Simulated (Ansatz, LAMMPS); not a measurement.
# A frame of liquid (Rb,Li,Cs)(I,F) from 1400 K, run at 300 K (76 atoms): a short ab initio trajectory

How do the atoms of a frame of liquid (Rb,Li,Cs)(I,F) from 1400 K, run at 300 K (76 atoms) move, and what local order do they keep?

Calculated with Ansatz 0.2.0; Kohn-Sham DFT, PBE, PAW (set soft_2, large core), plane waves.

### Step 1. The starting structure

The cell holds 76 atoms: 20 Rb, 8 Li, 10 Cs, 26 I and 12 F. Its edges and angles: a = 15.864 Å, b = 15.864 Å, c = 15.864 Å, α = 90.0°, β = 90.0°, γ = 90.0°. 76 atoms (20 Rb, 8 Li, 10 Cs, 26 I, 12 F) placed at random at 2.75 g/cm³, melted at 1800 K for 10 ps at fixed volume with the Lennard-Jones and Coulomb ion parameters for SPC/E (Joung and Cheatham, J. Phys. Chem. B 112, 9020 (2008)), full charges. Snapshot at the end of a hold of 20 ps at 1400 K and fixed volume.

Before any run, some limits are plain. The network of bonds at the start is that of the classical potential that made the cell, and needn't be the one that DFT or experiment would give. The cell was made at 1400 K but the dynamics is set to 300 K: the trajectory isn't one at 1400 K. The ion parameters were fitted for water, not for melts, so the starting structure of this cell may lie well off the real melt's. Sampling is at Γ alone, for a cell whose shortest periodic width is 16 Å. The levels lack spin–orbit coupling, which is large for the heavy elements here.

### Step 2. Dynamics started at 300 K

Without a thermostat the total energy must stay constant, which tests forces and time step. The time step is 1.0 fs.

The input, input.yaml:

```yaml
crystal:
  lattice:
    - [15.864, 0.0, 0.0]
    - [0.0, 15.864, 0.0]
    - [0.0, 0.0, 15.864]
  atoms:
    - { symbol: Rb, position: [0.29704, 0.8844, 0.85941] }
    - { symbol: Rb, position: [0.28476, 0.97868, 0.10195] }
    - { symbol: Rb, position: [0.39096, 0.58113, 0.5628] }
    - { symbol: Rb, position: [0.93382, 0.95155, 0.87472] }
    [... 66 atom lines left out ...]
    - { symbol: F, position: [0.18988, 0.31179, 0.01207] }
    - { symbol: F, position: [0.6358, 0.77548, 0.73773] }
    - { symbol: F, position: [0.44765, 0.91267, 0.9783] }
    - { symbol: F, position: [0.7514, 0.05656, 0.53477] }
    - { symbol: F, position: [0.90827, 0.83165, 0.03467] }
    - { symbol: F, position: [0.25474, 0.98048, 0.47163] }
kpoints:
  mp_grid: { grid: [1, 1, 1] }
hamiltonian:
  xc: pbe
  pseudopotentials: { kind: paw, core: large }
scf:
  occupations: { method: fermi_dirac, width: 0.025 }
output:
  forces: true
md:
  timestep: 1.0
  n_steps: 63
  ensemble: nve
  temperature: 300
  initial_velocities: maxwell_boltzmann
  seed: 5518
```

Command:

```bash
$ ansatz run input.yaml --threads 4 --pin off --max-ram 8192MiB --backend cpu --events-out ev --progress --plain --runs-dir out
```

Elapsed: 6.5 min, on 4 threads of AMD EPYC 9R45, shared host; peak memory 4.7 GiB.

The program notes that potentials were chosen by core size and it switched symmetry off.

The trajectory, sampled:

| time (fs) | T (K) | potential (meV/atom) | conserved (meV/atom) |
| --- | --- | --- | --- |
| 0.0 | 300 | 0.0 | 0.00 |
| 4.0 | 303 | -0.4 | 0.00 |
| 8.0 | 326 | -3.3 | 0.00 |
| 13.0 | 370 | -9.0 | -0.01 |
| 17.0 | 404 | -13.3 | -0.02 |
| 21.0 | 423 | -15.8 | -0.02 |
| 25.0 | 437 | -17.5 | 0.00 |
| 29.0 | 469 | -21.6 | 0.00 |
| 34.0 | 538 | -30.3 | -0.02 |
| 38.0 | 583 | -36.1 | -0.03 |
| 42.0 | 597 | -37.9 | -0.03 |
| 46.0 | 582 | -36.0 | -0.02 |
| 50.0 | 568 | -34.2 | 0.00 |
| 55.0 | 600 | -38.3 | -0.02 |
| 59.0 | 628 | -41.9 | -0.03 |
| 63.0 | 634 | -42.7 | -0.02 |

Mean square displacement from the first frame to the last: Rb 0.038 Å², Li 0.45 Å², Cs 0.024 Å², I 0.029 Å², F 0.26 Å².

Table of mean square displacement by time lag:

| time lag (fs) | Cs (Å²) | F (Å²) | I (Å²) | Li (Å²) | Rb (Å²) |
| --- | --- | --- | --- | --- | --- |
| 1.0 | 6.6e-6 | 9.0e-5 | 8.9e-6 | 3.1e-4 | 1.1e-5 |
| 2.0 | 2.6e-5 | 3.6e-4 | 3.6e-5 | 0.00126 | 4.4e-5 |
| 3.0 | 5.9e-5 | 8.1e-4 | 8.0e-5 | 0.00283 | 9.8e-5 |
| 6.0 | 2.4e-4 | 0.00325 | 3.2e-4 | 0.0113 | 3.9e-4 |
| 7.0 | 3.2e-4 | 0.00443 | 4.4e-4 | 0.0153 | 5.3e-4 |
| 8.0 | 4.2e-4 | 0.00579 | 5.7e-4 | 0.0199 | 6.9e-4 |
| 10.0 | 6.6e-4 | 0.00904 | 8.8e-4 | 0.0306 | 0.00107 |
| 11.0 | 7.9e-4 | 0.0109 | 0.00107 | 0.0367 | 0.00129 |
| 13.0 | 0.00110 | 0.0153 | 0.00149 | 0.0503 | 0.00180 |
| 15.0 | 0.00147 | 0.0203 | 0.00197 | 0.0655 | 0.00238 |
| 16.0 | 0.00166 | 0.0231 | 0.00224 | 0.0736 | 0.00270 |
| 17.0 | 0.00188 | 0.0260 | 0.00253 | 0.0820 | 0.00304 |
| 19.0 | 0.00233 | 0.0325 | 0.00314 | 0.0996 | 0.00378 |
| 21.0 | 0.00284 | 0.0395 | 0.00382 | 0.118 | 0.00460 |
| 22.0 | 0.00311 | 0.0433 | 0.00419 | 0.127 | 0.00503 |
| 24.0 | 0.00368 | 0.0513 | 0.00497 | 0.146 | 0.00596 |
| 25.0 | 0.00399 | 0.0555 | 0.00538 | 0.156 | 0.00645 |
| 26.0 | 0.00430 | 0.0598 | 0.00580 | 0.165 | 0.00696 |
| 29.0 | 0.00531 | 0.0736 | 0.00718 | 0.193 | 0.00861 |
| 30.0 | 0.00567 | 0.0784 | 0.00767 | 0.203 | 0.00920 |
| 32.0 | 0.00641 | 0.0884 | 0.00869 | 0.221 | 0.0104 |

Over the second half of 63 fs the temperature averages 587 K, rising from about 554 to 626 K (means over the first and last quarter of that half). The conserved energy stays within 0.03 meV/atom. From first frame to last Li has the largest mean square displacement, 0.45 Å² at the end; the farthest move is 1.10 Å. The mean temperature of 587 K lies well off the 300 K of the input: without a thermostat, the energy that the start releases heats the cell. The run spans 0.06 ps, too short for its means to be equilibrium values.

### Step 3. Distances and neighbours late in the run

The g(r) is a mean over the second half.

Density 2.75 g/cm³, 52.53 Å³ an atom.

Mean of 17 frames. Pair distribution functions g(r), in bins of 0.2 Å:

| r (Å) | total | I-I | I-Rb | I-F | I-Cs | I-Li | Rb-Rb |
| --- | --- | --- | --- | --- | --- | --- | --- |
| 1.40 | 0.01 | 0.00 | 0.00 | 0.00 | 0.00 | 0.00 | 0.00 |
| 1.60 | 0.70 | 0.00 | 0.00 | 0.00 | 0.00 | 0.00 | 0.00 |
| 1.80 | 1.05 | 0.00 | 0.00 | 0.00 | 0.00 | 0.00 | 0.00 |
| 2.00 | 0.42 | 0.00 | 0.00 | 0.00 | 0.00 | 0.00 | 0.00 |
| 2.20 | 0.04 | 0.00 | 0.00 | 0.00 | 0.00 | 0.00 | 0.00 |
| 2.40 | 0.09 | 0.00 | 0.00 | 0.00 | 0.00 | 0.15 | 0.00 |
| 2.60 | 0.70 | 0.00 | 0.00 | 0.00 | 0.00 | 0.98 | 0.00 |
| 2.80 | 0.70 | 0.00 | 0.00 | 0.00 | 0.00 | 3.92 | 0.00 |
| 3.00 | 1.03 | 0.00 | 0.00 | 0.00 | 0.00 | 3.26 | 0.00 |
| 3.20 | 0.76 | 0.00 | 0.90 | 0.00 | 0.10 | 1.38 | 0.00 |
| 3.40 | 1.77 | 0.00 | 3.28 | 1.50 | 3.91 | 1.89 | 0.00 |
| 3.60 | 1.42 | 0.00 | 1.78 | 1.64 | 5.32 | 0.17 | 0.00 |
| 3.80 | 1.31 | 0.00 | 3.12 | 1.35 | 2.20 | 0.43 | 0.90 |
| 4.00 | 1.36 | 0.29 | 2.44 | 1.08 | 1.75 | 0.64 | 1.67 |
| 4.20 | 1.10 | 0.47 | 1.35 | 1.71 | 2.17 | 0.46 | 0.93 |
| 4.40 | 1.10 | 0.68 | 1.61 | 1.48 | 2.22 | 1.09 | 1.09 |
| 4.60 | 1.12 | 1.91 | 0.80 | 1.46 | 0.28 | 0.70 | 1.28 |
| 4.80 | 0.83 | 0.49 | 0.54 | 0.79 | 0.74 | 0.22 | 0.98 |
| 5.00 | 0.93 | 1.84 | 0.73 | 0.54 | 0.70 | 0.43 | 0.22 |
| 5.20 | 1.03 | 1.99 | 0.19 | 1.86 | 0.73 | 0.93 | 1.52 |
| 5.40 | 1.03 | 1.39 | 0.70 | 1.06 | 0.83 | 0.77 | 1.56 |
| 5.60 | 0.94 | 1.28 | 0.66 | 0.82 | 0.39 | 0.75 | 1.17 |
| 5.80 | 0.83 | 1.22 | 0.58 | 1.09 | 0.36 | 0.34 | 1.03 |
| 6.00 | 0.94 | 1.25 | 0.68 | 0.72 | 0.64 | 1.46 | 1.03 |
| 6.20 | 0.87 | 0.65 | 0.65 | 0.64 | 0.76 | 0.57 | 0.82 |
| 6.40 | 1.17 | 1.22 | 1.24 | 0.86 | 1.06 | 1.12 | 1.88 |
| 6.60 | 1.14 | 1.85 | 0.76 | 1.04 | 0.55 | 1.09 | 0.94 |
| 6.80 | 0.96 | 1.09 | 0.64 | 0.95 | 1.27 | 1.10 | 1.07 |

### Step 4. Single point at the last frame

The last frame is solved again with fuller output, to read the electronic structure of a thermally displaced geometry.

The input, input.yaml:

```yaml
crystal:
  lattice:
    - [15.864, 0.0, 0.0]
    - [0.0, 15.864, 0.0]
    - [0.0, 0.0, 15.864]
  atoms:
    - { symbol: Rb, position: [0.29754, 0.88447, 0.86787] }
    - { symbol: Rb, position: [0.28576, 0.97953, 0.10111] }
    - { symbol: Rb, position: [0.40599, 0.57868, 0.55944] }
    - { symbol: Rb, position: [0.94707, 0.95406, 0.87618] }
    [... 66 atom lines left out ...]
    - { symbol: F, position: [0.18946, 0.33581, 0.00913] }
    - { symbol: F, position: [0.63585, 0.7604, 0.72595] }
    - { symbol: F, position: [0.40113, 0.94017, 0.97309] }
    - { symbol: F, position: [0.73606, 0.04492, 0.51743] }
    - { symbol: F, position: [0.92158, 0.85173, 0.02958] }
    - { symbol: F, position: [0.27322, 0.96271, 0.47162] }
kpoints:
  mp_grid: { grid: [1, 1, 1] }
hamiltonian:
  xc: pbe
  pseudopotentials: { kind: paw, core: large }
scf:
  occupations: { method: fermi_dirac, width: 0.025 }
output:
  forces: true
  stress: true
  populations: true
  dos:
    method: { smearing: { sigma: 0.1 } }
    de: 0.1
    projected: { site_lists: { Cs: [Cs], F: [F], I: [I], Li: [Li], Rb: [Rb] } }
  eigenvalues: true
  write_density: true
  write_potential: true
  volumetric_format: npy
```

The job ended after 46 s (4 threads; peak memory 4.5 GiB; 2.9 min of CPU time).

The program notes that the exchange-correlation potential is rough where the density is thin.

Read from the output:

```yaml
free_energy: -267848.3000 eV
free_energy_per_atom: -3524.3197 eV/atom
scf_cycles: 17
pressure: 0.02065 GPa
r_m_s_force_component: 0.369 eV/Å
longest_force: 1.917 eV/Å
fermi_energy: 2.142 eV
spacing_of_highest_filled_and_lowest_empty_level: 2.158 eV
spilling_of_the_projection: 0.004896
```

Length of the force by element:

| element | coordination | atoms | mean length of the force (eV/Å) | spread | least | most |
| --- | --- | --- | --- | --- | --- | --- |
| Cs | all | 10 | 0.434 | 0.175 | 0.214 | 0.775 |
| F | all | 12 | 0.708 | 0.463 | 0.189 | 1.46 |
| I | all | 26 | 0.436 | 0.230 | 0.119 | 1.00 |
| Li | all | 8 | 0.972 | 0.489 | 0.426 | 1.92 |
| Rb | all | 20 | 0.412 | 0.233 | 0.151 | 1.05 |

Löwdin charges by element (they lack the spilled electrons, 0.036 e an atom on average):

| element | coordination | atoms | mean charge (e) | spread | least | most |
| --- | --- | --- | --- | --- | --- | --- |
| Cs | all | 10 | 0.788 | 0.0287 | 0.743 | 0.840 |
| F | all | 12 | -0.793 | 0.0104 | -0.809 | -0.776 |
| I | all | 26 | -0.663 | 0.0277 | -0.724 | -0.588 |
| Li | all | 8 | 0.730 | 0.0373 | 0.667 | 0.787 |
| Rb | all | 20 | 0.789 | 0.0341 | 0.736 | 0.847 |

Density of states as counts of states in windows of 1 eV (from the Fermi level), total and the larger projections:

| from (eV) | to (eV) | total | I p | F p | Cs p | Rb s |
| --- | --- | --- | --- | --- | --- | --- |
| -10 | -9 | 49.8 | 0.6 | 0.1 | 48.4 | 0.1 |
| -9 | -8 | 10.2 | 0.1 | 0.0 | 9.9 | 0.0 |
| -8 | -6 | 0.0 | 0.0 | 0.0 | 0.0 | 0.0 |
| -6 | -5 | 7.7 | 0.1 | 7.3 | 0.0 | 0.0 |
| -5 | -4 | 10.4 | 0.2 | 9.6 | 0.1 | 0.0 |
| -4 | -3 | 57.7 | 13.8 | 40.7 | 0.1 | 1.0 |
| -3 | -2 | 128.4 | 111.0 | 11.5 | 0.6 | 1.8 |
| -2 | -1 | 23.1 | 22.0 | 0.3 | 0.1 | 0.2 |
| -1 | 0 | 0.8 | 0.7 | 0.0 | 0.0 | 0.0 |
| 0 | 1 | 0.1 | 0.0 | 0.0 | 0.0 | 0.0 |
| 1 | 2 | 6.3 | 0.3 | 0.0 | 0.0 | 3.5 |
| 2 | 3 | 37.7 | 1.8 | 0.2 | 0.1 | 12.8 |
| 3 | 4 | 77.6 | 1.4 | 0.3 | 0.1 | 9.2 |

Between -26 and -10 eV lie 216 more states.

The stored curve holds about 504 of the 560 electrons; the rest, give or take the few that broadening carries across the Fermi level, lie in deeper levels below its range.

The levels nearest the highest filled one (over half full), pooled over k-points and spins:

| level less the highest filled one (eV) | occupation |
| --- | --- |
| -0.512 | 2 |
| -0.358 | 2 |
| -0.319 | 2 |
| -0.232 | 2 |
| -0.0737 | 2 |
| 0 | 2 |
| 2.16 | 0 |
| 2.74 | 0 |
| 2.94 | 0 |
| 3.08 | 0 |
| 3.16 | 0 |
| 3.29 | 0 |

Mean Löwdin charges: Cs +0.79, F -0.79, I -0.66, Li +0.73, Rb +0.79 e (they miss 0.49 % of the electrons, so they add up to more than the cell's charge). The largest share in the top eV of filled states is I p (96 % of the projected weight), and in the lowest eV of empty states Rb s (62 % of the projected weight).

### Step 5. Summary of results

```json
{
  "mean temperature, second half": "587.1 K",
  "temperature swing, second half": "30.46 K",
  "slope of the conserved energy against time, by least squares": "-0.3133 meV/atom/ps",
  "free energy per atom": "-3524.3197 eV/atom",
  "pressure": "0.02065 GPa",
  "r.m.s. force component": "0.369 eV/Å",
  "gap (highest filled to lowest empty level)": "2.158 eV",
  "wall time of the 2 DFT runs": "7.3 min"
}
```

**Reading.** Over the second half of 63 fs the temperature averages 587 K, rising from about 554 to 626 K (means over the first and last quarter of that half). The conserved energy stays within 0.03 meV/atom. The mean temperature of 587 K lies well off the 300 K of the input: without a thermostat, the energy that the start releases heats the cell. The run spans 0.06 ps, too short for its means to be equilibrium values. Between filled and empty levels lie 2.16 eV (at Γ alone); a semilocal functional tends to put such gaps too low. In a disordered cell it changes from sample to sample and from frame to frame.

What to keep in mind: The pressure of a single frame lacks the kinetic term, about 0.15 GPa here.

[Logs are printed without paths, hosts, clocks, repeated set-up lines and the standing remarks that a program may print on its own settings, such as how far it seeks lower states.]

[Hosts, paths, dates, database ids (printed as entryN), source tags and the programs' standing remarks are cut or masked in the printed files.]
